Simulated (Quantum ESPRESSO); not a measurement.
Computed results, one entry a study.

Collinear magnetic orders of InNi2SbO6 with Quantum ESPRESSO. The structure is trigonal, space group R3 (No. 146). Conventional cell: a = 5.286 Å, b = 5.286 Å, c = 14.240 Å, α = 90.00°, β = 90.00°, γ = 120.00°. Nearest to In lie 6 O at 2.13 to 2.29 Å. Ni has 6 O at 2.05 to 2.15 Å nearest. Nearest to Ni lie 6 O at 2.08 to 2.16 Å. Nearest to Sb lie 6 O at 2.00 to 2.06 Å. Nearest to O lie 1 Sb at 2.00 Å and 2 Ni at 2.08 to 2.15 Å and 1 In at 2.29 Å. Nearest to O lie 2 Ni at 2.05 to 2.16 Å and 1 Sb at 2.06 Å and 1 In at 2.13 Å. Farther neighbours and most contacts between anions are not listed. The calculation used PBEsol with U = 6 eV on Ni d (ortho-atomic projectors); plane waves with GBRV 1.5 PBEsol potentials, no spin-orbit coupling, projections on orthogonalised atomic orbitals (and 2 further levels or steps) in Quantum ESPRESSO 7.5, with GBRV 1.5 PBEsol, cutoff 544.23 eV, 6×6×6 k-mesh, 68 bands, fermi-dirac occupations, smearing width 0.05 eV, collinear spin, SCF threshold 2.00e-8, Hubbard form dudarev, Hubbard projectors ortho-atomic, starting moments 0 2 -2 0 0 0 0 0 0 0 μB in one of its runs. The lowest state found is antiferromagnetic (from antiferro +-), the largest site moment is 1.70 μB and the next state with moments is ferromagnetic, 22.0 meV a seeded atom higher. It took 4 runs, 11 min in all on 4 MPI ranks of Arm Neoverse V2, shared host (the runs of this entry). The largest moment reads 1.70 μB in the sphere and 1.74 μB by Löwdin projection; a site moment hangs on how space is shared out. This is the lowest of 2 collinear or spinless starts, no proof of the ground state. A computed site moment is spin alone and hangs on the region that is counted: the program's spheres do not touch and miss the tail of the moment. Measured moments hold any orbital part as well, and belong to the order of the sample, which need not be the order of this run.

[Hosts, paths, dates, database ids (printed as entryN), source tags and the programs' standing remarks are cut or masked in the printed files.]

[Where a cell is said to come from a database of computed structures, the database is the Materials Project.]
